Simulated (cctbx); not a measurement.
**A crystallographic session in cctbx: Sm4Y2Sn7Ge3**

Library: cctbx 2025.11. The data are simulated by the first script.

## 1. Simulate the data

run.py:

```python
from cctbx import adptbx, crystal, miller, sgtbx, xray
from cctbx.array_family import flex
from iotbx.shelx import hklf
from scitbx import matrix
import scitbx.random

cs = crystal.symmetry(unit_cell=(6.201, 14.43, 9.673, 90, 108.14, 90), space_group_symbol='Hall: C 2y')  # C2
atoms = [  # label, site, U (iso, or U11 U22 U33 U12 U13 U23 in A^2), occupancy
    ("Sm1", (0.3308, 0.2537, 0.6667), (0.0052, 0.0052, 0.0048, -0.0004, 0.0011, -0.0004), 1),
    ("Sm2", (0.6611, 0.0038, 0.8312), (0.0054, 0.0054, 0.0075, -0.0001, 0.0014, 0.0015), 1),
    ("Sn1", (0.5, 0.197, 0), (0.0049, 0.0051, 0.0057, 0.0000, 0.0018, 0.0000), 1),
    ("Sn2", (0.6377, 0.4068, 0.8611), (0.0061, 0.0059, 0.0062, -0.0000, 0.0017, 0.0001), 0.75),
    ("Sn3", (0.817, 0.0795, 0.1673), (0.0065, 0.0066, 0.0065, -0.0002, 0.0018, -0.0001), 1),
    ("Sn4", (0.2117, 0.1616, 0.3589), (0.0051, 0.0051, 0.0046, -0.0001, 0.0019, 0.0003), 1),
    ("Y1", (0.5, 0.4995, 0.5), (0.0102, 0.0084, 0.0073, 0.0000, 0.0013, 0.0000), 1),
    ("Y2", (0, 0.2505, 0), (0.0042, 0.0060, 0.0063, 0.0000, 0.0014, 0.0000), 1),
    ("Ge1", (0.1486, 0.3371, 0.3266), (0.0069, 0.0052, 0.0056, 0.0003, 0.0019, 0.0000), 1),
    ("Ge2", (0, 0.4452, 0.5), (0.0059, 0.0066, 0.0066, 0.0000, 0.0013, 0.0000), 1),
]
xs = xray.structure(crystal_symmetry=cs)
for label, site, u, occ in atoms:
    u = adptbx.u_cif_as_u_star(cs.unit_cell(), u) if isinstance(u, tuple) else u
    xs.add_scatterer(xray.scatterer(label, site=site, u=u, occupancy=occ))
xs.set_inelastic_form_factors(0.71073, "sasaki")
xs.show_summary()
p1 = xs.expand_to_p1()
ms = miller.build_set(p1, anomalous_flag=True, d_min=0.77)
flex.set_random_seed(274603)
scitbx.random.set_random_seed(274603)
ms = ms.select(flex.random_double(ms.size()) < 0.95)
i = ms.structure_factors_from_scatterers(p1, algorithm="direct").f_calc().as_intensity_array().data()
i = i * 20000 / flex.max(i)
sig = flex.sqrt(i + flex.pow2(0.04 * i) + 2 ** 2)
noise = scitbx.random.variate(scitbx.random.normal_distribution())(i.size())
data = ms.array(data=i + sig * noise, sigmas=sig).set_observation_type_xray_intensity()
with open("data.hkl", "w") as f:
    data.export_as_shelx_hklf(f)
print("reflections written:", data.size(), " <I/sigma> = %.1f" % flex.mean(data.data() / data.sigmas()))
for h, a, b in list(data.sort("data"))[:12]:
    print("%4d%4d%4d %9.1f %7.1f" % (h + (a, b)))
```

```console
$ python run.py
```

```text
Number of scatterers: 10
At special positions: 4
Unit cell: (6.201, 14.43, 9.673, 90, 108.14, 90)
Space group: C 1 2 1 (No. 5)
reflections written: 7198  <I/sigma> = 6.5
   2   0  -4   20011.6   805.2
   2   0   2   19957.8   812.4
  -2   0   4   19556.2   805.2
  -2   0  -2   19375.2   812.4
   0  -2   3   15297.1   567.7
  -2  -2   1   14684.3   571.2
   0   2  -3   14614.5   556.6
   2   2  -1   14383.0   559.6
  -4   0   2   14171.2   522.0
   0  -2  -3   13926.1   567.7
  -2   2   1   13360.3   559.6
   2  -2  -1   13355.5   571.2
```

It took 0.22 s on 1 thread of Arm Neoverse V2, with other jobs on the host, peak memory 0.07 GiB.

## 2. Refinement

run.py:

```python
import math
from cctbx import adptbx, crystal, maptbx, sgtbx, xray
from cctbx.array_family import flex
from cctbx.xray import observations
from iotbx.shelx import hklf
from scitbx.lstbx import normal_eqns_solving
from smtbx import absolute_structure, utils
from smtbx.refinement import constraints, least_squares

cs = crystal.symmetry(unit_cell=(6.201, 14.43, 9.673, 90, 108.14, 90), space_group_symbol='Hall: C 2y')  # C2
atoms = [  # label, site, U (iso, or U11 U22 U33 U12 U13 U23 in A^2), occupancy
    ("Sm1", (0.3308, 0.2537, 0.6667), 0.0200, 1),
    ("Sm2", (0.6611, 0.0038, 0.8312), 0.0200, 1),
    ("Sn1", (0.5, 0.197, 0), 0.0200, 1),
    ("Sn2", (0.6377, 0.4068, 0.8611), 0.0200, 1),
    ("Sn3", (0.817, 0.0795, 0.1673), 0.0200, 1),
    ("Sn4", (0.2117, 0.1616, 0.3589), 0.0200, 1),
    ("Y1", (0.5, 0.4995, 0.5), 0.0200, 1),
    ("Y2", (0, 0.2505, 0), 0.0200, 1),
    ("Ge1", (0.1486, 0.3371, 0.3266), 0.0200, 1),
    ("Ge2", (0, 0.4452, 0.5), 0.0200, 1),
]
xs = xray.structure(crystal_symmetry=cs)
for label, site, u, occ in atoms:
    u = adptbx.u_cif_as_u_star(cs.unit_cell(), u) if isinstance(u, tuple) else u
    xs.add_scatterer(xray.scatterer(label, site=site, u=u, occupancy=occ))
xs.set_inelastic_form_factors(0.71073, "sasaki")
xs.convert_to_anisotropic()
raw = hklf.reader(file_name="data.hkl").as_miller_arrays(crystal_symmetry=cs, anomalous=True)[0]
merged = raw.eliminate_sys_absent().merge_equivalents()
fo2 = merged.array().set_observation_type_xray_intensity()
print("Rint %.3f, %d unique reflections to %.2f A" % (merged.r_int(), fo2.size(), fo2.d_min()))
for sc in xs.scatterers():
    sc.flags.set_grad_site(True)
    sc.flags.set_grad_u_aniso(sc.flags.use_u_aniso())
    sc.flags.set_grad_u_iso(sc.flags.use_u_iso())
obs = fo2.as_xray_observations()
extra = {}
rep = constraints.reparametrisation(xs, [], utils.connectivity_table(xs), **extra)
ls = least_squares.crystallographic_ls(obs, rep, weighting_scheme=least_squares.mainstream_shelx_weighting(a=0, b=0))
print("cycle     R1     wR2    GooF  max shift (A)")
for cycle in range(12):
    ls.build_up()
    r1, wr2, goof = ls.r1_factor(cutoff_factor=2)[0], ls.wR2(), ls.goof()
    old = xs.sites_cart()
    normal_eqns_solving.levenberg_marquardt_iterations(ls, n_max_iterations=3, tau=1e-06, step_threshold=1e-7)
    big = flex.max((xs.sites_cart() - old).norms())
    print("%4d %7.4f %7.4f %7.3f %9.5f" % (cycle + 1, r1, wr2, goof, big))
    ls.build_up(objective_only=True)
    if abs(ls.wR2() - wr2) < 5e-5 and big < 5e-4:
        break
ls.build_up()
print("final R1 %.4f wR2 %.4f GooF %.3f  parameters %d  data/parameter %.1f" % (ls.r1_factor(cutoff_factor=2)[0], ls.wR2(), ls.goof(), ls.n_parameters, fo2.size() / ls.n_parameters))
cov = ls.covariance_matrix_and_annotations()
su = dict(zip(cov.annotations, (math.sqrt(max(v, 0)) for v in cov.matrix.matrix_packed_u_diagonal())))
a2 = cs.unit_cell().reciprocal_parameters()[0] ** -2
print("atom        x        y        z      Ueq    occ   su(xyz)  su(Uiso or U11)")
for sc in xs.scatterers():
    s = max(su.get(sc.label + k, 0) for k in (".x", ".y", ".z"))
    npd = "" if sc.is_positive_definite_u(cs.unit_cell()) else "  NPD"
    print("%-5s %8.5f %8.5f %8.5f %8.4f %6.3f %8.5f %7.4f%s" % ((sc.label,) + sc.site + (sc.u_iso_or_equiv(cs.unit_cell()), sc.occupancy, s, su.get(sc.label + ".uiso", su.get(sc.label + ".u11", 0) * a2), npd)))
fo = fo2.f_sq_as_f()
fc = fo.structure_factors_from_scatterers(xs, algorithm="direct").f_calc()
diff = fo.f_obs_minus_f_calc(1 / math.sqrt(ls.scale_factor()), fc).average_bijvoet_mates()
m = diff.fft_map(symmetry_flags=maptbx.use_space_group_symmetry, resolution_factor=0.25).apply_volume_scaling()
print("difference map: max %.2f min %.2f rms %.2f" % (m.statistics().max(), m.statistics().min(), m.statistics().sigma()))
peaks = m.peak_search(parameters=maptbx.peak_search_parameters(min_distance_sym_equiv=0.6, max_clusters=6)).all()
near = xs.closest_distances(peaks.sites(), distance_cutoff=4)
sps = cs.special_position_settings(min_distance_sym_equiv=0.5)
for k, (x, h) in enumerate(zip(peaks.sites(), peaks.heights())):
    ss = sps.site_symmetry(x)
    print("Q%-3d %7.4f %7.4f %7.4f %4d %7.2f  %.2f A from %s" % ((k + 1,) + tuple(t % 1 for t in ss.exact_site()) + (ss.multiplicity(), h, near.smallest_distances[k], xs.scatterers()[near.i_seqs[k]].label)))
```

```console
$ python run.py
```

```text
Rint 0.030, 1885 unique reflections to 0.77 A
cycle     R1     wR2    GooF  max shift (A)
   1  0.1364  0.3225   6.025   0.00959
   2  0.0334  0.0953   1.781   0.00005
final R1 0.0334 wR2 0.0953 GooF 1.781  parameters 74  data/parameter 25.5
atom        x        y        z      Ueq    occ   su(xyz)  su(Uiso or U11)
Sm1    0.33077  0.25366  0.66677   0.0032  1.000  0.00014  0.0003
Sm2    0.66120  0.00369  0.83132   0.0039  1.000  0.00013  0.0003
Sn1    0.50000  0.19720  0.00000   0.0030  1.000  0.00010  0.0006
Sn2    0.63799  0.40700  0.86100   0.0187  1.000  0.00023  0.0006
Sn3    0.81669  0.07958  0.16747   0.0051  1.000  0.00017  0.0005
Sn4    0.21129  0.16192  0.35901   0.0025  1.000  0.00017  0.0004
Y1     0.50000  0.49920  0.50000   0.0060  1.000  0.00016  0.0010
Y2     0.00000  0.24983  0.00000   0.0034  1.000  0.00016  0.0009
Ge1    0.14832  0.33711  0.32653   0.0048  1.000  0.00026  0.0007
Ge2    0.00000  0.44521  0.50000   0.0038  1.000  0.00016  0.0010
difference map: max 2.54 min -3.38 rms 0.50
Q1    0.1878  0.5114  0.8097    4    2.56  0.32 A from Sm2
Q2    0.2039  0.1601  0.3408    4    2.50  0.17 A from Sn4
Q3    0.1616  0.0800  0.8511    4    2.29  0.26 A from Sn3
Q4    0.2038  0.7424  0.3196    4    2.20  0.33 A from Sm1
Q5    0.0000  0.0077  0.5000    2    2.09  0.12 A from Y1
Q6    0.0000  0.6769  0.0000    2    1.88  0.29 A from Sn1
```

Time: 0.35 s.

This run holds a fault made on purpose: disorder ignored: each site full, of its main element.

## 3. Refinement (occupancies of the disordered sites free, main element alone)

run.py, as its changes from the last script of this kind:

```diff
@@ -12,10 +12,10 @@
-    ("Sm1", (0.3308, 0.2537, 0.6667), 0.0200, 1),
-    ("Sm2", (0.6611, 0.0038, 0.8312), 0.0200, 1),
-    ("Sn1", (0.5, 0.197, 0), 0.0200, 1),
-    ("Sn2", (0.6377, 0.4068, 0.8611), 0.0200, 1),
-    ("Sn3", (0.817, 0.0795, 0.1673), 0.0200, 1),
-    ("Sn4", (0.2117, 0.1616, 0.3589), 0.0200, 1),
-    ("Y1", (0.5, 0.4995, 0.5), 0.0200, 1),
-    ("Y2", (0, 0.2505, 0), 0.0200, 1),
-    ("Ge1", (0.1486, 0.3371, 0.3266), 0.0200, 1),
-    ("Ge2", (0, 0.4452, 0.5), 0.0200, 1),
+    ("Sm1", (0.33077, 0.25366, 0.66677), 0.0120, 1),
+    ("Sm2", (0.6612, 0.00369, 0.83132), 0.0120, 1),
+    ("Sn1", (0.5, 0.1972, 0), 0.0120, 1),
+    ("Sn2", (0.63799, 0.407, 0.861), 0.0120, 1),
+    ("Sn3", (0.81669, 0.07958, 0.16747), 0.0120, 1),
+    ("Sn4", (0.21129, 0.16192, 0.35901), 0.0120, 1),
+    ("Y1", (0.5, 0.4992, 0.5), 0.0120, 1),
+    ("Y2", (0, 0.24983, 0), 0.0120, 1),
+    ("Ge1", (0.14832, 0.33711, 0.32653), 0.0120, 1),
+    ("Ge2", (0, 0.44521, 0.5), 0.0120, 1),
@@ -36,0 +37 @@
+    sc.flags.set_grad_occupancy(sc.label in ('Sn2',))
@@ -42 +43 @@
-for cycle in range(12):
+for cycle in range(20):
@@ -61,0 +63 @@
+print("su of occupancy Sn2: %.3f" % su["Sn2.occ"])
```

```console
$ python run.py
```

```text
Rint 0.030, 1885 unique reflections to 0.77 A
cycle     R1     wR2    GooF  max shift (A)
   1  0.0876  0.2267   4.236   0.00065
   2  0.0319  0.0900   1.681   0.00060
   3  0.0304  0.0851   1.590   0.00056
   4  0.0291  0.0807   1.508   0.00051
   5  0.0280  0.0768   1.435   0.00047
   6  0.0270  0.0733   1.370   0.00042
   7  0.0261  0.0702   1.312   0.00038
   8  0.0253  0.0675   1.261   0.00035
   9  0.0246  0.0651   1.217   0.00031
  10  0.0239  0.0630   1.178   0.00028
  11  0.0234  0.0612   1.144   0.00025
  12  0.0229  0.0596   1.114   0.00023
  13  0.0225  0.0583   1.089   0.00020
  14  0.0221  0.0571   1.067   0.00018
  15  0.0218  0.0561   1.049   0.00016
  16  0.0215  0.0553   1.033   0.00015
  17  0.0212  0.0546   1.020   0.00013
  18  0.0210  0.0540   1.009   0.00012
  19  0.0208  0.0535   1.000   0.00011
  20  0.0207  0.0531   0.992   0.00009
final R1 0.0206 wR2 0.0527 GooF 0.985  parameters 75  data/parameter 25.1
atom        x        y        z      Ueq    occ   su(xyz)  su(Uiso or U11)
Sm1    0.33077  0.25369  0.66671   0.0048  1.000  0.00007  0.0002
Sm2    0.66115  0.00378  0.83122   0.0058  1.000  0.00007  0.0002
Sn1    0.50000  0.19696  0.00000   0.0050  1.000  0.00006  0.0003
Sn2    0.63776  0.40687  0.86117   0.0083  0.791  0.00013  0.0004
Sn3    0.81695  0.07951  0.16723   0.0066  1.000  0.00009  0.0003
Sn4    0.21166  0.16170  0.35889   0.0045  1.000  0.00010  0.0002
Y1     0.50000  0.49954  0.50000   0.0085  1.000  0.00009  0.0006
Y2     0.00000  0.25026  0.00000   0.0049  1.000  0.00009  0.0005
Ge1    0.14870  0.33708  0.32668   0.0061  1.000  0.00015  0.0004
Ge2    0.00000  0.44522  0.50000   0.0058  1.000  0.00009  0.0005
su of occupancy Sn2: 0.004
difference map: max 0.99 min -0.92 rms 0.23
Q1    0.2204  0.1109  0.3592    4    1.01  0.74 A from Sn4
Q2    0.1483  0.0134  0.7798    4    0.93  1.07 A from Sn3
Q3    0.1254  0.4912  0.4782    4    0.86  1.09 A from Ge2
Q4    0.1047  0.2856  0.6889    4    0.86  1.55 A from Sm1
Q5    0.1571  0.9462  0.7703    4    0.85  1.08 A from Sn2
Q6    0.0331  0.2528  0.2512    4    0.82  1.48 A from Ge1
```

It took 1.1 s on 1 thread of Arm Neoverse V2, with other jobs on the host, peak memory 0.09 GiB.

[Logs are printed without paths, hosts, clocks, repeated set-up lines and the standing remarks that a program may print on its own settings, such as how far it seeks lower states.]
